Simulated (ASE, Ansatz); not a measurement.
# Force difference against the spacing of support functions in ZrC/ZrN superlattice along [111] (378 atoms)

The cell holds 378 atoms: 189 Zr, 108 C and 81 N. Its edges and angles: a = 9.966 Å, b = 9.966 Å, c = 55.903 Å, α = 90.0°, β = 90.0°, γ = 120.0°. It derives from ZrC and ZrN. Rock-salt lattice with in-plane constant 4.698 Å; 4 periods of ZrC and 3 of ZrN along [111], 3 x 3 in-plane cells; the two parts stretched along z by 1.0 and 0.9567; not relaxed, displaced by a Gaussian of 0.02 Å. Regions: ZrC, 216 atoms (108 Zr and 108 C); ZrN, 162 atoms (81 Zr and 81 N).

Calculated with Ansatz 0.2.0: Kohn-Sham DFT, PBE, PAW (set soft_2), localised support functions (medium), with the spacing typed; the reference is Kohn-Sham DFT, PBE, PAW (set soft_2), plane waves, cutoff 420 eV, k-mesh 2×2×1, gaussian smearing of 0.025 eV, with an r.m.s. force component of 0.337 eV/Å.

| spacing (Å) | r.m.s. force difference (meV/Å) | time |
| --- | --- | --- |
| 0.245 | 0.527 | 32 s |
| 0.277 | 2.304 | 30 s |
| 0.319 | ? | ? |
| 0.383 | 257.3 | 31 s |

**Question.** Fit a power law of the spacing to the rows given and interpolate to the withheld row.

**Working.**

A power law y = A x^b is a line in u = ln x and v = ln y.

| u = ln x | v = ln y |
| --- | --- |
| -1.40650 | -0.640555 |
| -1.28374 | 0.834647 |
| -0.959720 | 5.55036 |

With n = 3: mean u = -1.21665, mean v = 1.91482, Σ(u − ū)² = 0.10656, Σ(u − ū)(v − v̄) = 1.4917. Slope b = 1.4917 / 0.10656 = 13.999; intercept a = v̄ − b ū = 18.947.

At the withheld row u = -1.143, v = a + b u = 2.952, and y = exp(v).

Prediction at 0.319: 19.14 meV/Å. The run gave 26.06 meV/Å, so the fit is low by 6.9 meV/Å (27 % of the value).

The fitted exponent is 14. Between neighbouring rows, the withheld one included, the exponents are 12, 17 and 13, so one power law doesn't hold over the range. Among the rows given, the largest relative miss of the fit is at 0.277, by 0.35 meV/Å (15 %).

Limits: The difference holds the reference's own basis error, which sets a floor under it.

[Hosts, paths, dates, database ids (printed as entryN), source tags and the programs' standing remarks are cut or masked in the printed files.]
